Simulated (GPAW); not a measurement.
## Li/Ag(100): work function by functional and basis

How far do functional and basis move the work function of Li/Ag(100)?

Program: GPAW 26.7.0. Level of theory: GPAW, PAW setups; slab in vacuum, relaxation, in the first sound run; inputs show where later runs differ. Results are calculated unless marked as measured.

## (1) The structure

The cell holds 5 atoms: 4 Ag and 1 Li. Cell: a = 2.892 Å, b = 2.892 Å, c = 26.144 Å, α = 90.0°, β = 90.0°, γ = 90.0°. Vacuum lies along c.

## (2) Relaxing the atoms

Forces are removed first; all later runs use this geometry. The lowest 2 atoms are held at bulk positions and keep their forces.

The input, run.py:

```python
import json
import numpy as np
from ase import Atoms
from ase.constraints import FixAtoms
from ase.optimize import BFGS
from gpaw import GPAW, PW

slab = Atoms(
    ['Ag', 'Ag', 'Ag', 'Ag', 'Li'],
    positions=[
        [1.44603, 1.44603, 9.00000],
        [0.00000, 0.00000, 11.04500],
        [1.44603, 1.44603, 13.09000],
        [0.00000, 0.00000, 15.13500],
        [1.44603, 1.44603, 17.14368]],
    cell=[[2.89207, 0.0, 0.0], [0.0, 2.89207, 0.0], [0.0, 0.0, 26.14368]],
    pbc=[True, True, False])

slab.calc = GPAW(mode=PW(400), xc='PBE', kpts={'size': (11, 11, 1), 'gamma': True},
                 occupations={'name': 'fermi-dirac', 'width': 0.1}, nbands='300%',
                 convergence={'density': 1e-05}, maxiter=200,
                 poissonsolver={'dipolelayer': 'xy'},
                 symmetry={'tolerance': 1e-3, 'extra_ids': [1, 1, 0, 0, 0]}, txt='slab.txt')
result = {}
slab.set_constraint(FixAtoms([0, 1]))
path = []
opt = BFGS(slab, maxstep=0.2)
opt.attach(lambda: path.append((slab.get_potential_energy(), slab.positions.tolist(), slab.get_forces().tolist())))
result['relaxed'] = bool(opt.run(fmax=0.03, steps=40))
result['path'] = path
energy = slab.get_potential_energy()
fermi = slab.calc.get_fermi_level()
v = slab.calc.get_electrostatic_potential().mean((0, 1)) - fermi
n = slab.calc.get_pseudo_density().mean((0, 1))
L = slab.cell[2, 2]
z = np.arange(len(v)) * L / len(v)
low, high = slab.positions[:, 2].min(), slab.positions[:, 2].max()
below, above = np.interp([low - 6.8, high + 6.8], z, v)
slopes = [np.interp(x, z, np.gradient(v, z)) for x in (low - 6.8, high + 6.8)]
eps = np.array([[slab.calc.get_eigenvalues(k, s) for k in range(len(slab.calc.get_ibz_k_points()))]
                for s in range(slab.calc.get_number_of_spins())]) - fermi
top, bottom = eps[eps < 0].max(), eps[eps > 0].min()
dipole = slab.get_dipole_moment()[2]
print(f'energy {energy:.4f} eV, Fermi level {fermi:.4f} eV, dipole {dipole:.5f} e A')
print(f'potential 6.8 A off the faces, from the Fermi level: lower {below:.4f} eV, upper {above:.4f} eV')
print(f'slope of the potential there: lower {slopes[0]:.5f}, upper {slopes[1]:.5f} eV/A')
print(f'nearest levels on the mesh: {top:.4f} and {bottom:.4f} eV')
print('magnetic moment', round(slab.get_magnetic_moment(), 3))
result.update(energy=energy, fermi=fermi, dipole=dipole, below=below, above=above, slopes=slopes, edges=[top, bottom],
              z=z.tolist(), v=v.tolist(), n=n.tolist(), positions=slab.positions.tolist(),
              forces=slab.get_forces(apply_constraint=False).tolist(), moments=slab.get_magnetic_moments().tolist())
json.dump(result, open('result.json', 'w'))
```

On the command line:

```console
OMP_NUM_THREADS=1 OPENBLAS_NUM_THREADS=1 python run.py
```

What it wrote:

```text
Step          Energy          fmax
BFGS:    0      -12.759375        0.550296
BFGS:    1      -12.764578        0.514851
BFGS:    2      -12.802513        0.287284
BFGS:    3      -12.803614        0.261220
BFGS:    4      -12.810016        0.063042
BFGS:    5      -12.810731        0.035606
BFGS:    6      -12.810812        0.034669
BFGS:    7      -12.810840        0.036821
BFGS:    8      -12.811008        0.039166
BFGS:    9      -12.811502        0.041299
BFGS:   10      -12.811715        0.031641
BFGS:   11      -12.812000        0.000386
energy -12.7862 eV, Fermi level 0.5020 eV, dipole 0.05781 e A
potential 6.8 A off the faces, from the Fermi level: lower 4.2356 eV, upper 2.9890 eV
slope of the potential there: lower -0.00000, upper 0.00026 eV/A
nearest levels on the mesh: -0.0051 and 0.0062 eV
magnetic moment 0.0
```

The job ended after 34 min (1 thread of Arm Neoverse V2, shared host; peak memory 0.34 GiB).

Relaxation path:

| step | energy less that of the first step (eV) | largest force (eV/Å) |
| --- | --- | --- |
| 1 | 0.0000 | 0.5503 |
| 2 | -0.0053 | 0.5149 |
| 3 | -0.0453 | 0.2873 |
| 4 | -0.0463 | 0.2612 |
| 5 | -0.0526 | 0.0630 |
| 6 | -0.0534 | 0.0356 |
| 7 | -0.0536 | 0.0347 |
| 8 | -0.0536 | 0.0368 |
| 9 | -0.0538 | 0.0392 |
| 10 | -0.0543 | 0.0413 |
| 11 | -0.0544 | 0.0316 |
| 12 | -0.0545 | 0.0004 |

The atoms that moved most (Å):

| atom | dx | dy | dz | length |
| --- | --- | --- | --- | --- |
| Ag4 | 0.000 | 0.000 | 0.178 | 0.178 |
| Ag3 | 0.000 | 0.000 | 0.073 | 0.073 |
| Li5 | 0.000 | 0.000 | -0.028 | 0.028 |

Final coordinates:

```
Ag Li
1.0
     2.89207    0.00000    0.00000
     0.00000    2.89207    0.00000
     0.00000    0.00000   26.14368
Ag Li
4 1
Cartesian
  1.4460 1.4460 9.0000
  0.0000 0.0000 11.0450
  1.4460 1.4460 13.1633
  0.0000 0.0000 15.3127
  1.4460 1.4460 17.1160
```

Numbers from this step:

```yaml
dipole_along_the_normal: 0.05781 e·Å
levels_nearest_the_fermi_level_on_the_mesh: -0.005069, 0.006240 eV from the Fermi level
upper_work_function: 2.989 eV
lower_work_function: 4.236 eV
```

The electrostatic potential energy of an electron (without an applied field's), less the Fermi level, planar mean oscillates, so the rows of the table below give means over windows of 2.09 Å about each position, cut where the curve ends. Its maxima inside the range that stand out by 2 % of the span (Å: eV): 2.2: 4.24, 10.0: -0.758, 12.1: -0.290, 14.2: -0.197, 16.4: -0.524. Its minima: 9.0: -17.3, 11.1: -17.5, 13.2: -17.5, 15.3: -17.5, 17.2: -3.18.

Electrostatic potential energy of an electron (without an applied field's), less the Fermi level, planar mean against z; means over each step:

z (Å), electrostatic potential energy of an electron (without an applied field's), less the Fermi level, planar mean (eV) and a bar from the least value:
```
     1.04        4.2 ##############################
     3.13        4.2 ##############################
     5.22        4.2 ##############################
     7.31        2.8 ##########################
     9.40       -8.0 
    11.49       -7.9 
    13.58       -7.8 
    15.67       -8.0 
    17.77       -0.4 ###################
    19.85        2.8 ###########################
    21.95        3.0 ###########################
    24.03        3.0 ###########################
```

The pseudo valence density, planar mean oscillates, so the rows of the table below give means over windows of 2.09 Å about each position, cut where the curve ends. Its maxima inside the range that stand out by 2 % of the span (Å: e/Å³): 9.0: 2.24, 11.1: 2.22, 13.2: 2.24, 15.3: 2.22. Its minima: 10.0: 0.266, 12.1: 0.239, 14.2: 0.226.

Table of pseudo valence density, planar mean by z; means over each step:

| z (Å) | pseudo valence density, planar mean (e/Å³) |
| --- | --- |
| 3.13 | 0 |
| 5.22 | 2.4e-4 |
| 7.31 | 0.0700 |
| 9.40 | 0.980 |
| 11.49 | 0.966 |
| 13.58 | 0.959 |
| 15.67 | 0.932 |
| 17.77 | 0.0376 |
| 19.85 | 0.00277 |
| 21.95 | 6.1e-5 |

The relaxation lowered the energy of the cell by 0.0545 eV (energies extrapolated to zero smearing; the optimiser's log prints free energies). The largest force left on a free atom is 3.9e-4 eV/Å.

## (3) The slab's potential

The work function is the vacuum plateau of the electrostatic potential less the Fermi level; a dipole layer lets the two faces have plateaus of their own.

This step: GPAW, PAW setups; slab in vacuum (GPAW 26.7.0).

run.py: that of step 2 with these lines changed.

```diff
@@ -3,4 +3,2 @@
 from ase import Atoms
-from ase.constraints import FixAtoms
-from ase.optimize import BFGS
 from gpaw import GPAW, PW
@@ -12,5 +10,5 @@
         [0.00000, 0.00000, 11.04500],
-        [1.44603, 1.44603, 13.09000],
-        [0.00000, 0.00000, 15.13500],
-        [1.44603, 1.44603, 17.14368]],
+        [1.44603, 1.44603, 13.16328],
+        [-0.00000, -0.00000, 15.31274],
+        [1.44603, 1.44603, 17.11597]],
     cell=[[2.89207, 0.0, 0.0], [0.0, 2.89207, 0.0], [0.0, 0.0, 26.14368]],
@@ -22,10 +20,4 @@
                  poissonsolver={'dipolelayer': 'xy'},
-                 symmetry={'tolerance': 1e-3, 'extra_ids': [1, 1, 0, 0, 0]}, txt='slab.txt')
+                 symmetry={'tolerance': 1e-3}, txt='slab.txt')
 result = {}
-slab.set_constraint(FixAtoms([0, 1]))
-path = []
-opt = BFGS(slab, maxstep=0.2)
-opt.attach(lambda: path.append((slab.get_potential_energy(), slab.positions.tolist(), slab.get_forces().tolist())))
-result['relaxed'] = bool(opt.run(fmax=0.03, steps=40))
-result['path'] = path
 energy = slab.get_potential_energy()
```

What it wrote:

```text
energy -12.7862 eV, Fermi level 0.5019 eV, dipole 0.05773 e A
potential 6.8 A off the faces, from the Fermi level: lower 4.2356 eV, upper 2.9893 eV
slope of the potential there: lower 0.00002, upper 0.00025 eV/A
nearest levels on the mesh: -0.0051 and 0.0062 eV
magnetic moment 0.0
```

Run time: 4.7 min. Hardware: 1 thread; peak memory 0.33 GiB.

This step gave:

```yaml
dipole_along_the_normal: 0.05773 e·Å
levels_nearest_the_fermi_level_on_the_mesh: -0.005076, 0.006237 eV from the Fermi level
```

The electrostatic potential energy of an electron (without an applied field's), less the Fermi level, planar mean oscillates, so the rows of the table below give means over windows of 2.09 Å about each position, cut where the curve ends. Its maxima inside the range that stand out by 2 % of the span (Å: eV): 2.4: 4.24, 10.0: -0.758, 12.1: -0.290, 14.2: -0.197, 16.4: -0.524. Its minima: 9.0: -17.3, 11.1: -17.5, 13.2: -17.5, 15.3: -17.5, 17.2: -3.18.

The electrostatic potential energy of an electron (without an applied field's), less the Fermi level, planar mean by z; means over each step:

| z (Å) | electrostatic potential energy of an electron (without an applied field's), less the Fermi level, planar mean (eV) |
| --- | --- |
| 1.04 | 4.18 |
| 3.13 | 4.24 |
| 5.22 | 4.23 |
| 7.31 | 2.80 |
| 9.40 | -7.99 |
| 11.49 | -7.89 |
| 13.58 | -7.81 |
| 15.67 | -8.01 |
| 17.77 | -0.409 |
| 19.85 | 2.83 |
| 21.95 | 2.99 |
| 24.03 | 2.99 |

The pseudo valence density, planar mean oscillates, so the rows of the table below give means over windows of 2.09 Å about each position, cut where the curve ends. Its maxima inside the range that stand out by 2 % of the span (Å: e/Å³): 9.0: 2.24, 11.1: 2.22, 13.2: 2.24, 15.3: 2.22. Its minima: 10.0: 0.266, 12.1: 0.239, 14.2: 0.226.

Table of pseudo valence density, planar mean by z; means over each step:

z (Å), pseudo valence density, planar mean (e/Å³) and a bar:
```
     3.13       0.00 
     5.22       0.00 
     7.31       0.07 ##
     9.40       0.98 ##############################
    11.49       0.97 ##############################
    13.58       0.96 #############################
    15.67       0.93 #############################
    17.77       0.04 #
    19.85       0.00 
    21.95       0.00
```

Force by atom:

| atom | x (eV/Å) | y (eV/Å) | z (eV/Å) | size |
| --- | --- | --- | --- | --- |
| Ag1 | 0.0000 | 0.0000 | -0.0841 | 0.0841 |
| Ag2 | 0.0000 | 0.0000 | 0.0830 | 0.0830 |
| Ag3 | 0.0000 | 0.0000 | 0.0000 | 0.0000 |
| Ag4 | 0.0000 | 0.0000 | 0.0001 | 0.0001 |
| Li5 | 0.0000 | 0.0000 | 0.0001 | 0.0001 |

The potential is flat to 2.5e-4 eV/Å where it is read, so the vacuum is wide enough.

## (4) Self-consistent run: xc = "vdW-DF2"

The same geometry under vdW-DF2, to see how far the functional moves the levels against the vacuum (the van der Waals functionals take revPBE setups).

run.py: that of step 3 with these lines changed.

```diff
@@ -16,3 +16,3 @@
 
-slab.calc = GPAW(mode=PW(400), xc='PBE', kpts={'size': (11, 11, 1), 'gamma': True},
+slab.calc = GPAW(mode=PW(400), xc='vdW-DF2', kpts={'size': (11, 11, 1), 'gamma': True},
                  occupations={'name': 'fermi-dirac', 'width': 0.1}, nbands='300%',
```

What it wrote:

```text
energy -386.2831 eV, Fermi level 0.4010 eV, dipole 0.06891 e A
potential 6.8 A off the faces, from the Fermi level: lower 4.6686 eV, upper 3.1792 eV
slope of the potential there: lower -0.00113, upper 0.00298 eV/A
nearest levels on the mesh: -0.0069 and 0.0137 eV
magnetic moment 0.0
```

It took 13 min on 1 thread; peak memory 0.46 GiB.

This step gave:

```yaml
dipole_along_the_normal: 0.06891 e·Å
levels_nearest_the_fermi_level_on_the_mesh: -0.006932, 0.01371 eV from the Fermi level
upper_work_function: 3.179 eV
lower_work_function: 4.669 eV
```

The electrostatic potential energy of an electron (without an applied field's), less the Fermi level, planar mean oscillates, so the rows of the table below give means over windows of 2.14 Å about each position, cut where the curve ends. Its maxima inside the range that stand out by 2 % of the span (Å: eV): 0.5: 4.67, 10.0: -1.10, 12.1: -0.640, 14.2: -0.539, 16.4: -0.637. Its minima: 9.0: -17.4, 11.1: -17.7, 13.2: -17.7, 15.3: -17.7, 17.2: -3.21.

Electrostatic potential energy of an electron (without an applied field's), less the Fermi level, planar mean against z; means over each step:

| z (Å) | electrostatic potential energy of an electron (without an applied field's), less the Fermi level, planar mean (eV) |
| --- | --- |
| 1.07 | 4.60 |
| 3.21 | 4.67 |
| 5.35 | 4.65 |
| 7.49 | 2.09 |
| 9.63 | -8.42 |
| 11.77 | -8.15 |
| 13.91 | -7.98 |
| 16.05 | -7.14 |
| 18.19 | 0.614 |
| 20.33 | 3.07 |
| 22.47 | 3.17 |
| 24.61 | 3.18 |

The pseudo valence density, planar mean oscillates, so the rows of the table below give means over windows of 2.09 Å about each position, cut where the curve ends. Its maxima inside the range that stand out by 2 % of the span (Å: e/Å³): 9.0: 2.24, 11.1: 2.22, 13.2: 2.24, 15.3: 2.22. Its minima: 10.0: 0.262, 12.1: 0.235, 14.2: 0.222.

The pseudo valence density, planar mean by z; means over each step:

z (Å), pseudo valence density, planar mean (e/Å³) and a bar:
```
     3.13       0.00 
     5.22       0.00 
     7.31       0.07 ##
     9.40       0.98 ##############################
    11.49       0.97 ##############################
    13.58       0.96 #############################
    15.67       0.93 #############################
    17.77       0.04 #
    19.85       0.00 
    21.95       0.00
```

Force by atom:

| atom | x (eV/Å) | y (eV/Å) | z (eV/Å) | size |
| --- | --- | --- | --- | --- |
| Ag1 | 0.000 | 0.000 | -0.827 | 0.827 |
| Ag2 | 0.000 | 0.000 | 0.145 | 0.145 |
| Ag3 | 0.000 | 0.000 | 0.011 | 0.011 |
| Ag4 | 0.000 | 0.000 | 0.635 | 0.635 |
| Li5 | 0.000 | 0.000 | 0.038 | 0.038 |

The upper face's work function is 3.179 eV, against 2.989 eV in the first plane-wave PBE run at this geometry.

## (5) Self-consistent run: xc = "RPBE"

The same geometry under RPBE, to see how far the functional moves the levels against the vacuum.

run.py: that of step 4 with these lines changed.

```diff
@@ -16,3 +16,3 @@
 
-slab.calc = GPAW(mode=PW(400), xc='vdW-DF2', kpts={'size': (11, 11, 1), 'gamma': True},
+slab.calc = GPAW(mode=PW(400), xc='RPBE', kpts={'size': (11, 11, 1), 'gamma': True},
                  occupations={'name': 'fermi-dirac', 'width': 0.1}, nbands='300%',
```

What it wrote:

```text
energy -10.6951 eV, Fermi level 0.6342 eV, dipole 0.05087 e A
potential 6.8 A off the faces, from the Fermi level: lower 4.0329 eV, upper 2.9351 eV
slope of the potential there: lower -0.00006, upper 0.00025 eV/A
nearest levels on the mesh: -0.0099 and 0.0027 eV
magnetic moment 0.0
```

Run time: 4.7 min. Hardware: 1 thread; peak memory 0.33 GiB.

This step gave:

| Quantity | Value |
| --- | --- |
| dipole along the normal | 0.05087 e·Å |
| levels nearest the Fermi level on the mesh | -0.009918, 0.002651 eV from the Fermi level |
| upper work function | 2.935 eV |
| lower work function | 4.033 eV |

The upper face's work function is 2.935 eV, against 2.989 eV in the first plane-wave PBE run at this geometry.

## (6) Self-consistent run: xc = "LDA"

The same geometry under LDA, to see how far the functional moves the levels against the vacuum.

run.py: that of step 5 with these lines changed.

```diff
@@ -16,3 +16,3 @@
 
-slab.calc = GPAW(mode=PW(400), xc='RPBE', kpts={'size': (11, 11, 1), 'gamma': True},
+slab.calc = GPAW(mode=PW(400), xc='LDA', kpts={'size': (11, 11, 1), 'gamma': True},
                  occupations={'name': 'fermi-dirac', 'width': 0.1}, nbands='300%',
```

What it wrote:

```text
energy -16.7413 eV, Fermi level 0.2043 eV, dipole 0.07366 e A
potential 6.8 A off the faces, from the Fermi level: lower 4.6591 eV, upper 3.0681 eV
slope of the potential there: lower 0.00006, upper 0.00026 eV/A
nearest levels on the mesh: -0.0628 and 0.0104 eV
magnetic moment 0.0
```

Elapsed: 4.8 min, on 1 thread; peak memory 0.33 GiB.

This step gave:

```
dipole along the normal                    : 0.07366 e·Å
levels nearest the Fermi level on the mesh : -0.06278, 0.01045 eV from the Fermi level
upper work function                        : 3.068 eV
lower work function                        : 4.659 eV
```

The upper face's work function is 3.068 eV, against 2.989 eV in the first plane-wave PBE run at this geometry.

## (7) OptPBE vdW: xc = "optPBE-vdW"

The same geometry under optPBE-vdW, to see how far the functional moves the levels against the vacuum (the van der Waals functionals take revPBE setups).

run.py: that of step 6 with these lines changed.

```diff
@@ -16,3 +16,3 @@
 
-slab.calc = GPAW(mode=PW(400), xc='LDA', kpts={'size': (11, 11, 1), 'gamma': True},
+slab.calc = GPAW(mode=PW(400), xc='optPBE-vdW', kpts={'size': (11, 11, 1), 'gamma': True},
                  occupations={'name': 'fermi-dirac', 'width': 0.1}, nbands='300%',
```

What it wrote:

```text
energy -72.8845 eV, Fermi level 0.4370 eV, dipole 0.06074 e A
potential 6.8 A off the faces, from the Fermi level: lower 4.4205 eV, upper 3.1093 eV
slope of the potential there: lower -0.00002, upper 0.00032 eV/A
nearest levels on the mesh: -0.0019 and 0.0482 eV
magnetic moment 0.0
```

It took 5.1 min on 1 thread; peak memory 0.46 GiB.

This step gave:

```
dipole along the normal                    : 0.06074 e·Å
levels nearest the Fermi level on the mesh : -0.001945, 0.04823 eV from the Fermi level
upper work function                        : 3.109 eV
lower work function                        : 4.420 eV
```

The electrostatic potential energy of an electron (without an applied field's), less the Fermi level, planar mean oscillates, so the rows of the table below give means over windows of 2.09 Å about each position, cut where the curve ends. Its maxima inside the range that stand out by 2 % of the span (Å: eV): 2.2: 4.42, 10.0: -0.883, 12.1: -0.414, 14.2: -0.320, 16.4: -0.590. Its minima: 9.0: -17.3, 11.1: -17.5, 13.2: -17.5, 15.3: -17.5, 17.2: -3.20.

Table of electrostatic potential energy of an electron (without an applied field's), less the Fermi level, planar mean by z; means over each step:

| z (Å) | electrostatic potential energy of an electron (without an applied field's), less the Fermi level, planar mean (eV) |
| --- | --- |
| 1.04 | 4.36 |
| 3.13 | 4.42 |
| 5.22 | 4.41 |
| 7.31 | 2.89 |
| 9.40 | -8.04 |
| 11.49 | -7.96 |
| 13.58 | -7.88 |
| 15.67 | -8.04 |
| 17.77 | -0.409 |
| 19.85 | 2.92 |
| 21.95 | 3.10 |
| 24.03 | 3.11 |

The upper face's work function is 3.109 eV, against 2.989 eV in the first plane-wave PBE run at this geometry.

## (8) Self-consistent run: xc = "revPBE"

The same geometry under revPBE, to see how far the functional moves the levels against the vacuum.

run.py: that of step 7 with these lines changed.

```diff
@@ -16,3 +16,3 @@
 
-slab.calc = GPAW(mode=PW(400), xc='optPBE-vdW', kpts={'size': (11, 11, 1), 'gamma': True},
+slab.calc = GPAW(mode=PW(400), xc='revPBE', kpts={'size': (11, 11, 1), 'gamma': True},
                  occupations={'name': 'fermi-dirac', 'width': 0.1}, nbands='300%',
```

What it wrote:

```text
energy -11.0478 eV, Fermi level 0.6150 eV, dipole 0.05232 e A
potential 6.8 A off the faces, from the Fermi level: lower 4.0584 eV, upper 2.9292 eV
slope of the potential there: lower -0.00005, upper 0.00025 eV/A
nearest levels on the mesh: -0.0087 and 0.0039 eV
magnetic moment 0.0
```

Wall time 4.7 min (1 thread); peak memory 0.33 GiB.

Numbers from this step:

| Property | Result |
| --- | --- |
| dipole along the normal | 0.05232 e·Å |
| levels nearest the Fermi level on the mesh | -0.008705, 0.003873 eV from the Fermi level |
| upper work function | 2.929 eV |
| lower work function | 4.058 eV |

The upper face's work function is 2.929 eV, against 2.989 eV in the first plane-wave PBE run at this geometry.

(Continued in part 2 of 2.)

[Logs are printed without paths, hosts, clocks, repeated set-up lines and the standing remarks that a program may print on its own settings, such as how far it seeks lower states.]

[Hosts, paths, dates, database ids (printed as entryN), source tags and the programs' standing remarks are cut or masked in the printed files.]
